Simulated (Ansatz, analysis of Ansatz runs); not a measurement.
# Interstitial H in hcp Mg, hop from a tetrahedral to the next octahedral site: migration barrier against experiment, part 2 of 3

How near does this set-up come to the measured migration barrier? Subject: interstitial H in hcp Mg, hop from a tetrahedral to the next octahedral site. Set-up: PBE, 36-site cell, PBE lattice, 420 eV, k: 3x3x3 Gamma-centred, zero-point energy of the moving atom added. The model is a cell of 36 host atoms with 1 H put in. The barrier is the energy of the highest image of a climbing band over the relaxed site that the atom leaves.

Ansatz 0.2.0; PBE, 36-site cell, PBE lattice, 420 eV, k: 3x3x3 Gamma-centred, zero-point energy of the moving atom added.

So far: Set-up; Relaxation, charge 0.

### Step 3. Nudged elastic band

A band of images joins the two ends; its highest image climbs to the saddle, whose energy over the site left is the barrier.

This step: plane-wave PAW DFT, PBE; nudged elastic band between two relaxed defect structures at fixed charge.

Input file neb/input.yaml:

```yaml
crystal:
  lattice:
    - [9.5529461, 0.0, 0.0]
    - [-4.77647305, 8.27309401, 0.0]
    - [0.0, 0.0, 10.43893809]
  atoms:
    - { symbol: Mg, position: [0.111797469, 0.222636944, 0.125786093] }
    - { symbol: Mg, position: [0.221890704, 0.110448074, 0.376185103] }
    - { symbol: Mg, position: [0.111002348, 0.221847132, 0.625994086] }
    - { symbol: Mg, position: [0.221817469, 0.110301604, 0.876281431] }
    - { symbol: Mg, position: [0.111797469, 0.555827192, 0.125786093] }
    - { symbol: Mg, position: [0.214727314, 0.44069699, 0.372963139] }
    - { symbol: Mg, position: [0.111002348, 0.555821883, 0.625994086] }
    - { symbol: Mg, position: [0.222199949, 0.444433308, 0.873797506] }
    - { symbol: Mg, position: [0.111111111, 0.888888889, 0.125027965] }
    - { symbol: Mg, position: [0.221890704, 0.778109296, 0.376185103] }
    - { symbol: Mg, position: [0.111111111, 0.888888889, 0.626031003] }
    - { symbol: Mg, position: [0.221817469, 0.778182531, 0.876281431] }
    - { symbol: Mg, position: [0.444172808, 0.222636944, 0.125786093] }
    - { symbol: Mg, position: [0.554832657, 0.110749662, 0.375718607] }
    - { symbol: Mg, position: [0.444178117, 0.221847132, 0.625994086] }
    - { symbol: Mg, position: [0.557260484, 0.111963575, 0.875344021] }
    - { symbol: Mg, position: [0.444444444, 0.555555556, 0.118064944] }
    - { symbol: Mg, position: [0.55930301, 0.44069699, 0.372963139] }
    - { symbol: Mg, position: [0.444444444, 0.555555556, 0.625872334] }
    - { symbol: Mg, position: [0.555566692, 0.444433308, 0.873797506] }
    - { symbol: Mg, position: [0.444172808, 0.888202531, 0.125786093] }
    - { symbol: Mg, position: [0.55930301, 0.785272686, 0.372963139] }
    - { symbol: Mg, position: [0.444178117, 0.888997652, 0.625994086] }
    - { symbol: Mg, position: [0.555566692, 0.777800051, 0.873797506] }
    - { symbol: Mg, position: [0.777777778, 0.222222222, 0.125974502] }
    - { symbol: Mg, position: [0.889250338, 0.110749662, 0.375718607] }
    - { symbol: Mg, position: [0.777777778, 0.222222222, 0.624322374] }
    - { symbol: Mg, position: [0.888036425, 0.111963575, 0.875344021] }
    - { symbol: Mg, position: [0.777363056, 0.555827192, 0.125786093] }
    - { symbol: Mg, position: [0.889250338, 0.445167343, 0.375718607] }
    - { symbol: Mg, position: [0.778152868, 0.555821883, 0.625994086] }
    - { symbol: Mg, position: [0.888036425, 0.442739516, 0.875344021] }
    - { symbol: Mg, position: [0.777363056, 0.888202531, 0.125786093] }
    - { symbol: Mg, position: [0.889551926, 0.778109296, 0.376185103] }
    - { symbol: Mg, position: [0.778152868, 0.888997652, 0.625994086] }
    - { symbol: Mg, position: [0.889698396, 0.778182531, 0.876281431] }
    - { symbol: H, position: [0.444444444, 0.555555556, 0.430656376] }
basis:
  ecutwfc: 420
  xc_grid: 2
hamiltonian:
  xc: pbe
kpoints:
  mp_grid: { grid: [3, 3, 3] }
scf:
  occupations: { method: methfessel_paxton, width: 0.1 }
  max_iter: 120
output:
  forces: true
neb:
  images: 3
  f_tol: 0.04
  climbing: true
  initial_path: idpp
  max_iterations: 45
  order_check: false
  final_atoms:
    - { symbol: Mg, position: [0.11173792, 0.222577602, 0.126160501] }
    - { symbol: Mg, position: [0.22203095, 0.110724832, 0.374911054] }
    - { symbol: Mg, position: [0.110698093, 0.222057689, 0.625867684] }
[... 2 atom lines left out ...]
    - { symbol: Mg, position: [0.22203095, 0.444723403, 0.374911054] }
    - { symbol: Mg, position: [0.111031665, 0.555722688, 0.62513703] }
[... 2 atom lines left out ...]
    - { symbol: Mg, position: [0.22199275, 0.777705017, 0.375537734] }
[... 6 atom lines left out ...]
    - { symbol: Mg, position: [0.44417675, 0.555016433, 0.126160501] }
    - { symbol: Mg, position: [0.556029521, 0.444723403, 0.374911054] }
    - { symbol: Mg, position: [0.444696664, 0.55605626, 0.625867684] }
[... 2 atom lines left out ...]
    - { symbol: Mg, position: [0.555695949, 0.77805483, 0.375641708] }
    - { symbol: Mg, position: [0.444734864, 0.889076074, 0.625241004] }
[... 10 atom lines left out ...]
    - { symbol: Mg, position: [0.889049335, 0.777705017, 0.375537734] }
[... 2 atom lines left out ...]
    - { symbol: H, position: [0.333363807, 0.333390546, 0.500389369] }
```

Launch:

```console
ansatz run input.yaml --threads 4 --pin off --max-ram 14131MiB --backend cpu --events-out ev --progress --plain --runs-dir out
```

Numbers of over 12 decimals in the logs are rounded to 6 here.

What it wrote:

```text
[...]
Warning: neb: disabling space-group detection — the band's intermediate images generally break the endpoint symmetry, so no spatial operation reduces the k-mesh or symmetrises the density, except that a semilocal band can use its path's symmetry ahead of [...]
[...]
parallel-image band execution: 3 concurrent image workers
NEB image 0
Crystal: 37 atoms, lattice volume = 825.015 Å³
Basis set: ecut = 420 eV, 16139 PW (Γ), exchange–correlation on 128×128×144 points (8 copies of the dense FFT grid, shifted against one another)
Bands: 218, of which v1, the nominal top of the filled ones, is band 181 counted from 1 (180 counted from 0)
Symmetry: 1 space group operations
k-points: 14 of 27 (time reversal used)
[...]
SCF iter   1: F=—  HF=-69272.510831 eV  |F-HF|=—  |Δ(HF+E_count)|=         —  Δρ=9.35e-4  dr2=2.03e-2  ethr=1.77e-3  ⟨swp⟩=10.4  Hψ=14460  notcnv=0  defer=16
[...]
SCF iter   7: F=-69272.512364 eV  HF=-69272.512364 eV  |F-HF|=6.03e-8  |Δ(HF+E_count)|=   7.56e-8  S|Δr|=    0.00e0  Δρ=1.44e-6  dr2=7.95e-8  ethr=2.77e-11  ⟨swp⟩=2.2  Hψ=8659  notcnv=0
SCF 1 converged in 7 iterations: F = -69272.512364 eV  dr2 = 7.95e-8
[...]
NSCF: frozen V_eff on 14 k-points
NEB image 4
SCF iter   1: F=—  HF=-69272.394278 eV  |F-HF|=—  |Δ(HF+E_count)|=         —  Δρ=7.87e-4  dr2=8.65e-3  ethr=1.77e-3  ⟨swp⟩=10.4  Hψ=14991  notcnv=0  defer=16
[...]
SCF iter   7: F=-69272.396228 eV  HF=-69272.396228 eV  |F-HF|=2.77e-8  |Δ(HF+E_count)|=   1.82e-9  S|Δr|=    0.00e0  Δρ=1.34e-6  dr2=4.30e-8  ethr=2.77e-11  ⟨swp⟩=4.0  Hψ=8508  notcnv=0
SCF 2 converged in 7 iterations: F = -69272.396228 eV  dr2 = 4.30e-8
[...]
NEB end point (image 0): max|allowed force component| = 1.831e-2 eV/Å (the criterion of neb.relax_end_points is 1.000e-2)
NEB end point (image 4): max|allowed force component| = 5.513e-3 eV/Å (the criterion of neb.relax_end_points is 1.000e-2)
NEB image 1
SCF iter   1: F=—  HF=-69272.338416 eV  |F-HF|=—  |Δ(HF+E_count)|=         —  Δρ=9.26e-4  dr2=1.88e-2  ethr=1.77e-3  ⟨swp⟩=10.3  Hψ=13286  notcnv=0  defer=22
[...]
SCF iter   8: F=-69272.340611 eV  HF=-69272.340611 eV  |F-HF|=1.08e-9  |Δ(HF+E_count)|=   9.97e-9  S|Δr|=    0.00e0  Δρ=4.11e-7  dr2=2.56e-9  ethr=2.77e-11  ⟨swp⟩=3.1  Hψ=6140  notcnv=0
SCF 3 converged in 8 iterations: F = -69272.340611 eV  dr2 = 2.56e-9
NEB image 2
SCF iter   1: F=—  HF=-69272.228971 eV  |F-HF|=—  |Δ(HF+E_count)|=         —  Δρ=8.79e-4  dr2=1.29e-2  ethr=1.77e-3  ⟨swp⟩=10.3  Hψ=13744  notcnv=0  defer=34
[...]
SCF iter   7: F=-69272.231103 eV  HF=-69272.231103 eV  |F-HF|=2.20e-8  |Δ(HF+E_count)|=   1.12e-8  S|Δr|=    0.00e0  Δρ=8.72e-7  dr2=2.92e-8  ethr=2.77e-11  ⟨swp⟩=4.0  Hψ=8428  notcnv=0
SCF 4 converged in 7 iterations: F = -69272.231103 eV  dr2 = 2.92e-8
NEB image 3
SCF iter   1: F=—  HF=-69272.315160 eV  |F-HF|=—  |Δ(HF+E_count)|=         —  Δρ=8.17e-4  dr2=1.01e-2  ethr=1.77e-3  ⟨swp⟩=10.4  Hψ=13473  notcnv=0  defer=20
[...]
SCF iter   7: F=-69272.318233 eV  HF=-69272.318233 eV  |F-HF|=3.10e-9  |Δ(HF+E_count)|=   1.94e-8  S|Δr|=    0.00e0  Δρ=1.02e-6  dr2=1.31e-8  ethr=2.77e-11  ⟨swp⟩=4.0  Hψ=8471  notcnv=0
SCF 5 converged in 7 iterations: F = -69272.318233 eV  dr2 = 1.31e-8
NEB iter   1: max|band force component| = 4.194e-1 eV/Å  barrier→ = 0.2813 eV  barrier← = 0.1651 eV  CI = image 2  Δτ_max = 0.0808 Å  (36 SCF iters)
NEB image 1
[...]
iter 1 solved again at ethr=4.53e-6 eV; its pass at ethr=3.10e-3 eV (dr2=1.64e-2 eV) is discarded
[...]
SCF iter   8: F=-69272.382441 eV  HF=-69272.382441 eV  |F-HF|=3.93e-10  |Δ(HF+E_count)|=   1.47e-8  S|Δr|=    0.00e0  Δρ=3.97e-7  dr2=1.71e-9  ethr=2.77e-11  ⟨swp⟩=2.1  Hψ=8802  notcnv=0
SCF 6 converged in 8 iterations: F = -69272.382441 eV  dr2 = 1.71e-9
NEB image 2
[...]
SCF iter   7: F=-69272.285966 eV  HF=-69272.285966 eV  |F-HF|=1.01e-8  |Δ(HF+E_count)|=   2.48e-8  S|Δr|=    0.00e0  Δρ=7.91e-7  dr2=1.40e-8  ethr=2.77e-11  ⟨swp⟩=4.0  Hψ=8654  notcnv=0
SCF 7 converged in 7 iterations: F = -69272.285966 eV  dr2 = 1.40e-8
NEB image 3
[...]
SCF iter   6: F=-69272.346101 eV  HF=-69272.346101 eV  |F-HF|=2.01e-8  |Δ(HF+E_count)|=   7.94e-8  S|Δr|=    0.00e0  Δρ=2.68e-6  dr2=7.51e-8  ethr=2.77e-11  ⟨swp⟩=3.0  Hψ=13000  notcnv=0
SCF 8 converged in 6 iterations: F = -69272.346101 eV  dr2 = 7.51e-8
NEB iter   2: max|band force component| = 1.973e-1 eV/Å  barrier→ = 0.2264 eV  barrier← = 0.1103 eV  CI = image 2  Δτ_max = 0.1109 Å  (21 SCF iters)
NEB image 1
[...]
SCF iter   6: F=-69272.383899 eV  HF=-69272.383899 eV  |F-HF|=7.55e-9  |Δ(HF+E_count)|=   6.52e-9  S|Δr|=    0.00e0  Δρ=1.24e-6  dr2=2.25e-8  ethr=2.77e-11  ⟨swp⟩=4.0  Hψ=8672  notcnv=0
SCF 9 converged in 6 iterations: F = -69272.383899 eV  dr2 = 2.25e-8
NEB image 2
[...]
SCF iter   7: F=-69272.293354 eV  HF=-69272.293354 eV  |F-HF|=8.29e-10  |Δ(HF+E_count)|=   5.34e-9  S|Δr|=    0.00e0  Δρ=5.82e-7  dr2=3.74e-9  ethr=2.77e-11  ⟨swp⟩=3.9  Hψ=8497  notcnv=0
SCF 10 converged in 7 iterations: F = -69272.293354 eV  dr2 = 3.74e-9
NEB image 3
[...]
SCF iter   6: F=-69272.351889 eV  HF=-69272.351889 eV  |F-HF|=7.16e-9  |Δ(HF+E_count)|=  3.78e-10  S|Δr|=    0.00e0  Δρ=1.08e-6  dr2=1.85e-8  ethr=2.77e-11  ⟨swp⟩=4.0  Hψ=8672  notcnv=0
SCF 11 converged in 6 iterations: F = -69272.351889 eV  dr2 = 1.85e-8
NEB iter   3: max|band force component| = 1.681e-1 eV/Å  barrier→ = 0.2190 eV  barrier← = 0.1029 eV  CI = image 2  Δτ_max = 0.0435 Å  (19 SCF iters)
NEB image 1
[...]
SCF iter   6: F=-69272.390626 eV  HF=-69272.390626 eV  |F-HF|=5.78e-9  |Δ(HF+E_count)|=   1.00e-8  S|Δr|=    0.00e0  Δρ=6.24e-7  dr2=9.38e-9  ethr=2.77e-11  ⟨swp⟩=4.0  Hψ=8647  notcnv=0
SCF 12 converged in 6 iterations: F = -69272.390626 eV  dr2 = 9.38e-9
NEB image 2
[...]
SCF iter   6: F=-69272.298059 eV  HF=-69272.298059 eV  |F-HF|=6.75e-9  |Δ(HF+E_count)|=   5.49e-8  S|Δr|=    0.00e0  Δρ=1.47e-6  dr2=2.67e-8  ethr=2.77e-11  ⟨swp⟩=4.0  Hψ=10184  notcnv=0
SCF 13 converged in 6 iterations: F = -69272.298059 eV  dr2 = 2.67e-8
NEB image 3
[...]
SCF iter   6: F=-69272.350676 eV  HF=-69272.350676 eV  |F-HF|=4.34e-9  |Δ(HF+E_count)|=   2.64e-8  S|Δr|=    0.00e0  Δρ=6.84e-7  dr2=8.07e-9  ethr=2.77e-11  ⟨swp⟩=4.0  Hψ=8667  notcnv=0
SCF 14 converged in 6 iterations: F = -69272.350676 eV  dr2 = 8.07e-9
NEB image 1
[...]
NEB image 3
[...]
NEB image 2
[...]
NEB iter   4: max|band force component| = 2.381e-2 eV/Å  barrier→ = 0.2143 eV  barrier← = 0.0982 eV  CI = image 2  Δτ_max = 0.0000 Å  (18 SCF iters)
SCF converged after 6 iterations
[...]
Free energy (F): -69272.298059 eV
[...]
Internal energy: -69272.320163 eV  (E = F + TS)
E sigma→0 (E₀):  -69272.303585 eV
Entropy (-TS):   0.022104 eV (0.597 meV/atom)
Fermi energy:    5.523372 eV
[...]
--- Forces (eV/Å), atoms counted from 1 ---
  atom   1  Mg     0.00086543     0.00125910     0.00214463
  atom   2  Mg     0.00159977     0.00349393     0.00261724
  [... 3 atoms left out ...]
  atom   6  Mg     0.01021832     0.00269906     0.00658287
  atom   7  Mg    -0.00172483     0.00001624     0.00213763
  [... 2 atoms left out ...]
  atom  10  Mg    -0.00110071     0.00166529    -0.00063403
  [... 6 atoms left out ...]
  atom  17  Mg     0.00085937     0.00012474    -0.00596847
  atom  18  Mg    -0.00092352     0.00002001     0.01443463
  atom  19  Mg     0.00949929    -0.00932721    -0.01170487
  [... 2 atoms left out ...]
  atom  22  Mg     0.00080820     0.01007214    -0.00107447
  [... 11 atoms left out ...]
  atom  34  Mg     0.00005864    -0.00046826    -0.00097396
  [... 2 atoms left out ...]
  atom  37  H     -0.02398474     0.00407999    -0.01064292
  max |Σ_I F_I| component: 3.18e-5 eV/Å
--- Band table (eV; the first three rows and the last of 14) ---
[...]
[... further k-points left out ...]
this run last wrote the band of iteration 4 to <dir>
--- NEB band (5 images, 4 band iterations, 94 SCF iterations) ---
  forward barrier  = 0.214305 eV
  backward barrier = 0.098170 eV
  lagrangian_above_aufbau_ev (what the smearing adds, to first order; not taken off the barriers): saddle image +0.008889 eV, end points +0.009107 and +0.007929 eV
  climbing image's point = of an order that was not read
  energies are F+E_penalty+E_count in eV, relative to image 0
  image     s (Å)  Δ vs image 0  max|band force component| (eV/Å)
      0    0.0000      0.000000                                 —
      1    0.4901      0.121738                          1.004e-2
  *   2    0.9804      0.214305                          2.381e-2
      3    1.4904      0.161688                          1.989e-2
      4    2.0005      0.116136                                 —
  climbing-image geometry (image 2):
  cell:  # Å, volume = 825.0146 Å³
    - [9.5529461, 0.0, 0.0]
    - [-4.77647305, 8.27309401, 0.0]
    - [0.0, 0.0, 10.43893809]
  atoms:
    - { symbol: Mg, position: [0.112249, 0.222887, 0.125524] }
    - { symbol: Mg, position: [0.220546, 0.107930, 0.374582] }
    - { symbol: Mg, position: [0.108053, 0.219731, 0.627049] }
    - { symbol: Mg, position: [0.221922, 0.110540, 0.875813] }
    - { symbol: Mg, position: [0.111053, 0.555705, 0.123705] }
    - { symbol: Mg, position: [0.216445, 0.443387, 0.371341] }
    - { symbol: Mg, position: [0.109864, 0.554929, 0.625975] }
    - { symbol: Mg, position: [0.221849, 0.443711, 0.874659] }
    - { symbol: Mg, position: [0.110405, 0.887366, 0.124633] }
    - { symbol: Mg, position: [0.221908, 0.775905, 0.375569] }
    - { symbol: Mg, position: [0.111190, 0.888779, 0.624472] }
    - { symbol: Mg, position: [0.221614, 0.778148, 0.875213] }
    - { symbol: Mg, position: [0.443824, 0.222841, 0.125049] }
    - { symbol: Mg, position: [0.555083, 0.112288, 0.376013] }
    - { symbol: Mg, position: [0.444441, 0.220637, 0.626384] }
    - { symbol: Mg, position: [0.556063, 0.110829, 0.875824] }
    - { symbol: Mg, position: [0.444981, 0.556777, 0.123034] }
    - { symbol: Mg, position: [0.561438, 0.443732, 0.369841] }
    - { symbol: Mg, position: [0.446047, 0.560033, 0.632303] }
    - { symbol: Mg, position: [0.555276, 0.443984, 0.874035] }
    - { symbol: Mg, position: [0.443958, 0.889956, 0.125710] }
    - { symbol: Mg, position: [0.558295, 0.783295, 0.373808] }
    - { symbol: Mg, position: [0.443775, 0.887654, 0.625171] }
    - { symbol: Mg, position: [0.556227, 0.779140, 0.877846] }
    - { symbol: Mg, position: [0.777767, 0.222174, 0.125586] }
    - { symbol: Mg, position: [0.890337, 0.112470, 0.376159] }
    - { symbol: Mg, position: [0.776268, 0.220093, 0.624918] }
    - { symbol: Mg, position: [0.887712, 0.110743, 0.876055] }
    - { symbol: Mg, position: [0.778219, 0.555942, 0.123136] }
    - { symbol: Mg, position: [0.888924, 0.444430, 0.375311] }
    - { symbol: Mg, position: [0.778696, 0.555291, 0.626017] }
    - { symbol: Mg, position: [0.888321, 0.443191, 0.874748] }
    - { symbol: Mg, position: [0.779337, 0.889964, 0.125830] }
    - { symbol: Mg, position: [0.887662, 0.776221, 0.375532] }
    - { symbol: Mg, position: [0.776753, 0.887345, 0.625207] }
    - { symbol: Mg, position: [0.889972, 0.778381, 0.875118] }
    - { symbol: H, position: [0.392978, 0.449074, 0.468783] }
```

It took 24 min on 4 threads of Arm Neoverse V1, shared host; peak memory 8.2 GiB; 71 min of CPU time.

Images along the path:

```tsv
image	path (Å)	energy (eV)	H37: x, y, z (Å)
0	0.000	0.0000	1.592, 4.596, 4.496
1	0.490	0.1217	1.601, 4.169, 4.710
2	0.980	0.2143	1.609, 3.715, 4.894
3	1.490	0.1617	1.616, 3.242, 5.076
4	2.000	0.1161	1.592, 2.758, 5.224
```

This step gave:

```
free energy      : -69272.2981 eV
smearing term TS : -0.02210 eV
barrier forward  : 0.2143 eV
barrier backward : 0.09817 eV
```

(Continued in part 3 of 3.)

[Logs are printed without paths, hosts, clocks, repeated set-up lines and the standing remarks that a program may print on its own settings, such as how far it seeks lower states.]

[Hosts, paths, dates, database ids (printed as entryN), source tags and the programs' standing remarks are cut or masked in the printed files.]

[For some hosts the program warned that the k-mesh of the response run may be too coarse for force constants and the static dielectric constant; such warnings are not shown here.]
